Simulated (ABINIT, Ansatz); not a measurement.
# A GW run on KNa3H4 (Pm-3m) in ABINIT, with inputs changed

A base run on KNa3H4 (Pm-3m), then changed inputs.

Calculated with ABINIT 10.8.3; LDA and many-body steps on it, plane waves.

### 1. The structure

It takes space group Pm-3m (No. 221, cubic). Conventional cell: a = 5.119 Å, b = 5.119 Å, c = 5.119 Å, α = 90.00°, β = 90.00°, γ = 90.00°. K has 6 H at 2.56 Å nearest. Nearest to Na lie 6 H at 2.56 Å. Nearest to H lie 6 Na at 2.56 Å. Nearest to H lie 4 Na at 2.56 Å and 2 K at 2.56 Å. Farther neighbours are not listed.

The cell and positions are those that the Materials Project relaxed with its own functionals (PBE, PBE+U or r2SCAN), kept fixed.

### 2. Screening, 2×2×2 mesh, 108 bands, screening to 114.3 eV

This step: ABINIT 10.8.3; RPA screening on LDA, plane waves, norm-conserving pseudopotentials.

The RPA dielectric matrix is built and inverted for each q.

run.abi reads:

```
acell 3*1.0 Angstrom
rprim 
  5.118641000000 0.000000000000 0.000000000000
  0.000000000000 5.118641000000 0.000000000000
  0.000000000000 0.000000000000 5.118641000000
ntypat 3
znucl 19 11 1
natom 8
typat 1 2 2 2 3 3 3 3
xred 
  0.500000000000 0.500000000000 0.500000000000
  -0.000000000000 -0.000000000000 0.500000000000
  -0.000000000000 0.500000000000 -0.000000000000
  0.500000000000 -0.000000000000 -0.000000000000
  -0.000000000000 -0.000000000000 -0.000000000000
  0.500000000000 0.500000000000 -0.000000000000
  0.500000000000 -0.000000000000 0.500000000000
  -0.000000000000 0.500000000000 0.500000000000
pp_dirpath "pseudos"
pseudos "K.upf, Na.upf, H.upf"
ecut 38
ngkpt 2 2 2
nshiftk 1
shiftk 0 0 0
kptopt 1
chksymbreak 0
istwfk *1
occopt 1
irdwfk 1
optdriver 3
nband 108
ecuteps 4.2
inclvkb 2
awtr 1
symchi 1
indata_prefix "in"
outdata_prefix "out"
tmpdata_prefix "tmp"
```

The run is started by

```
$ OMP_NUM_THREADS=1 mpirun -n 4 abinit run.abi > log
```

The program printed:

```text
.Version 10.8.3 of ABINIT. v10.8.2 released Aug 2026.

 Symmetries : space group Pm -3 m (#221); Bravais cP (primitive cubic)
[... echo of the input left out ...]
== DATASET  1 ==================================================================
-   mpi_nproc: 4, omp_nthreads: 1 (-1 if OMP is not activated)

--- !DatasetInfo
iteration_state: {dtset: 1, }
dimensions: {natom: 8, nkpt: 4, mband: 108, nsppol: 1, nspinor: 1, nspden: 1, mpw: 10131, }
cutoff_energies: {ecut:  38.0, pawecutdg:  -1.0, }
electrons: {nelect:   4.00000000E+01, charge:   0.00000000E+00, occopt:   1.00000000E+00, tsmear:   1.00000000E-02, }

 SCREENING: Calculation of the susceptibility and dielectric matrices

 Based on a program developped by R.W. Godby, V. Olevano, G. Onida, and L. Reining.
 Incorporated in ABINIT by V. Olevano, G.-M. Rignanese, and M. Torrent.
.Using double precision arithmetic ; gwpc =  8

[... cell and pseudopotentials left out ...]
--------------------------------------------------------------------------------

 ==== K-mesh for the wavefunctions ====
 Number of points in the irreducible wedge :     4
[... list of points left out ...]
 Together with 48 symmetry operations and time-reversal symmetry
 yields     8 points in the full Brillouin Zone.

 ==== Q-mesh for the screening function ====
 Number of points in the irreducible wedge :     4
[... list of points left out ...]
 Together with 48 symmetry operations and time-reversal symmetry
 yields     8 points in the full Brillouin Zone.

 setmesh: FFT mesh size selected  =    36x   36x   36
          total number of points  =        46656

 vcoul_init : cutoff-mode = AUXILIARY_FUNCTION
 q-points for optical limit:   1
     1)      0.000010    0.000020    0.000030

- screening: taking advantage of time-reversal symmetry
- Maximum band index for partially occupied states nbvw = 20
- Remaining bands to be divided among processors   nbcw = 88
- Number of bands treated by each node ~22

 Number of electrons calculated from density =   40.0000; Expected =   40.0000
 average of density, n =  0.044198
 r_s =    1.7546
 omega_plasma =   20.2794 [eV]

 calculating chi0 at frequencies [eV] :
  1    0.000000E+00    0.000000E+00
  2    0.000000E+00    2.027941E+01

--------------------------------------------------------------------------------
  q-point number  1        q = ( 0.000000, 0.000000, 0.000000) [r.l.u.]
--------------------------------------------------------------------------------
[... chi0 elements left out ...]
 For q-point:  0.000010 0.000020 0.000030
  dielectric constant =   3.2793
  dielectric constant without local fields =   3.6868

  Average fulfillment of the sum rule on Im[epsilon] for q-point    1 :     40.51  [%]
[... wings left out ...]
  q-point number  2        q = ( 0.500000, 0.000000, 0.000000) [r.l.u.]
--------------------------------------------------------------------------------
[... chi0 elements left out ...]
  Average fulfillment of the sum rule on Im[epsilon] for q-point    2 :     44.62  [%]

 [... 2 further q-points ...]
```

It took 16 s on 4 MPI ranks of Arm Neoverse V2, shared host; peak memory 1.2 GiB; 66 s of CPU time.

This step gave:

```
ε∞ with local fields, on this mesh, along the program's q direction : 3.279
the same without local fields                                       : 3.687
plasma frequency                                                    : 20.28 eV
plane waves in the screening matrix                                 : 365
```

Local fields lower ε∞ by 11 %. On a Γ-centred mesh this coarse the value itself is usually too large, while a short band sum pulls it down.

### 3. Base

The self-energy is evaluated for the states that the input lists, and the levels follow from it, in one-shot runs by the linearised quasiparticle equation.

This step: G0W0 on LDA, plane waves, norm-conserving pseudopotentials.

Edit run.abi of step 2 so:

```diff
@@ -29,8 +29,19 @@
 irdwfk 1
-optdriver 3
+optdriver 4
 nband 108
+gwcalctyp 0
+ecutsigx 38
+symsigma 1
+nkptgw 3
+kptgw 
+  0.5000000000 0.0000000000 0.0000000000
+  0.5000000000 0.5000000000 0.5000000000
+  0.0000000000 0.0000000000 0.0000000000
+bdgw 
+  19 22
+  18 23
+  18 23
 ecuteps 4.2
-inclvkb 2
-awtr 1
-symchi 1
+irdscr 1
+ppmodel 1
 indata_prefix "in"
```

The program printed:

```text
.Version 10.8.3 of ABINIT. v10.8.2 released Aug 2026.

 Symmetries : space group Pm -3 m (#221); Bravais cP (primitive cubic)
[... echo of the input left out ...]
== DATASET  1 ==================================================================
-   mpi_nproc: 4, omp_nthreads: 1 (-1 if OMP is not activated)

--- !DatasetInfo
iteration_state: {dtset: 1, }
dimensions: {natom: 8, nkpt: 4, mband: 108, nsppol: 1, nspinor: 1, nspden: 1, mpw: 10131, }
cutoff_energies: {ecut:  38.0, pawecutdg:  -1.0, }
electrons: {nelect:   4.00000000E+01, charge:   0.00000000E+00, occopt:   1.00000000E+00, tsmear:   1.00000000E-02, }

 SIGMA: Calculation of the GW corrections

 Based on a program developped by R.W. Godby, V. Olevano, G. Onida, and L. Reining.
 Incorporated in ABINIT by V. Olevano, G.-M. Rignanese, and M. Torrent.
.Using double precision arithmetic ; gwpc =  8

[... cell and pseudopotentials left out ...]
--------------------------------------------------------------------------------

 ==== K-mesh for the wavefunctions ====
 Number of points in the irreducible wedge :     4
[... list of points left out ...]
 Together with 48 symmetry operations and time-reversal symmetry
 yields     8 points in the full Brillouin Zone.

 ==== Q-mesh for screening function ====
 Number of points in the irreducible wedge :     4
[... list of points left out ...]
 Together with 48 symmetry operations and time-reversal symmetry
 yields     8 points in the full Brillouin Zone.

 vcoul_init : cutoff-mode = AUXILIARY_FUNCTION
 q-points for optical limit:   1
     1)      0.000010    0.000020    0.000030
 setmesh: FFT mesh size selected  =    54x   54x   54
          total number of points  =       157464

 Number of electrons calculated from density =   40.0000; Expected =   40.0000
 average of density, n =  0.044198
 r_s =    1.7546
 omega_plasma =   20.2794 [eV]

 === KS Band Gaps ===
  >>>> For spin  1
   Minimum direct gap =   3.1596 [eV], located at k-point      :   0.5000  0.5000  0.5000
   Fundamental gap    =   2.5938 [eV], Top of valence bands at :   0.5000  0.0000  0.0000
                                       Bottom of conduction at :   0.5000  0.5000  0.5000
 SIGMA fundamental parameters:
 PLASMON POLE MODEL  1
 number of plane-waves for SigmaX                10131
 number of plane-waves for SigmaC and W            365
 number of plane-waves for wavefunctions         10131
 number of bands                                   108
 number of independent spin polarizations            1
 number of spinorial components                      1
 number of k-points in IBZ                           4
 number of q-points in IBZ                           4
 number of symmetry operations                      48
 number of k-points in BZ                            8
 number of q-points in BZ                            8
 number of frequencies for dSigma/dE                 9
 frequency step for dSigma/dE [eV]                0.25
 number of omega for Sigma on real axis              0
 max omega for Sigma on real axis  [eV]           0.00
 zcut for avoiding poles [eV]                     0.10

 EPSILON^-1 parameters (SCR file):
 dimension of the eps^-1 matrix on file            365
 dimension of the eps^-1 matrix used               365
 number of plane-waves for wavefunctions         10131
 number of bands                                   108
 number of q-points in IBZ                           4
 number of frequencies                               2
 number of real frequencies                          1
 number of imag frequencies                          1

 matrix elements of self-energy operator (all in [eV])

 Perturbative Calculation

--- !SelfEnergy_ee
iteration_state: {dtset: 1, }
kpoint     : [   0.500,    0.000,    0.000, ]
spin       : 1
KS_gap     :    4.568
QP_gap     :    6.824
Delta_QP_KS:    2.256
data: !SigmaeeData |
     Band     E0 <VxcDFT>   SigX SigC(E0)      Z dSigC/dE  Sig(E)    E-E0       E
       19  -0.709 -10.108 -13.385   1.944   0.746  -0.341 -11.102  -0.994  -1.703
       20  -0.233 -10.290 -13.490   1.845   0.754  -0.326 -11.311  -1.022  -1.255
       21   4.334  -7.735  -3.146  -3.084   0.820  -0.219  -6.501   1.234   5.569
       22   4.334  -7.735  -3.146  -3.084   0.820  -0.219  -6.501   1.234   5.569

--- !SelfEnergy_ee
iteration_state: {dtset: 1, }
kpoint     : [   0.500,    0.500,    0.500, ]
spin       : 1
KS_gap     :    3.160
QP_gap     :    5.369
Delta_QP_KS:    2.209
data: !SigmaeeData |
     Band     E0 <VxcDFT>   SigX SigC(E0)      Z dSigC/dE  Sig(E)    E-E0       E
       18  -0.799 -10.257 -13.686   1.984   0.749  -0.336 -11.339  -1.082  -1.881
       19  -0.799 -10.257 -13.686   1.984   0.749  -0.336 -11.339  -1.082  -1.881
[...]
--- !SelfEnergy_ee
iteration_state: {dtset: 1, }
kpoint     : [   0.000,    0.000,    0.000, ]
spin       : 1
KS_gap     :    4.495
QP_gap     :    6.566
Delta_QP_KS:    2.071
data: !SigmaeeData |
     Band     E0 <VxcDFT>   SigX SigC(E0)      Z dSigC/dE  Sig(E)    E-E0       E
[...]
21   4.019  -7.703  -3.435  -2.957   0.826  -0.210  -6.620   1.082   5.102
       22   4.019  -7.703  -3.435  -2.957   0.826  -0.210  -6.620   1.082   5.102
       23   4.019  -7.703  -3.435  -2.957   0.826  -0.210  -6.620   1.082   5.102

== END DATASET(S) ==============================================================
================================================================================

 -outvars: echo values of variables after computation  --------
           etotal      0.0000000000E+00
            nband         108
             nkpt           4
          spgroup         221
 [... the other variables as echoed above ...]

 Calculation completed.
```

Elapsed: 14 s, on 4 MPI ranks; peak memory 1.2 GiB.

This step gave:

| Property | Result |
| --- | --- |
| G0W0 gap on the points computed | 4.743 eV |
| starting gap on the mesh | 2.594 eV |
| k of the valence top | 0.5, 0, 0 |
| k of the conduction bottom | 0.5, 0.5, 0.5 |
| Z at the valence top | 0.754 |
| Z at the conduction bottom | 0.822 |
| least direct G0W0 gap on the computed points | 5.369 eV |

The gap on the mesh goes from 2.59 eV to 4.74 eV, a correction of +2.15 eV.

(Part 1 of 2 ends here.)

[Paths, hosts, dates, memory and timing lines, banners, echoed tables and standing remarks are left out of the program output.]

[Logs are printed without paths, hosts, clocks, repeated set-up lines and the standing remarks that a program may print on its own settings, such as how far it seeks lower states.]

[Runs of the session that timed out or met a known fault of the program may be left out.]

[No measured gap is set beside runs whose start may be inverted or whose files or cutoffs have a known fault.]

[Hosts, paths, dates, database ids (printed as entryN), source tags and the programs' standing remarks are cut or masked in the printed files.]

[G0W0 gaps are taken among the corrected bands and points alone; a level outside them can change the order at an edge.]

[Where Ansatz stands beside ABINIT at settings called matched, ABINIT's density can come from a denser mesh and the files from another edition; pairs whose starting gaps differed by over 0.03 eV were left out, so agreement reads better than it is.]
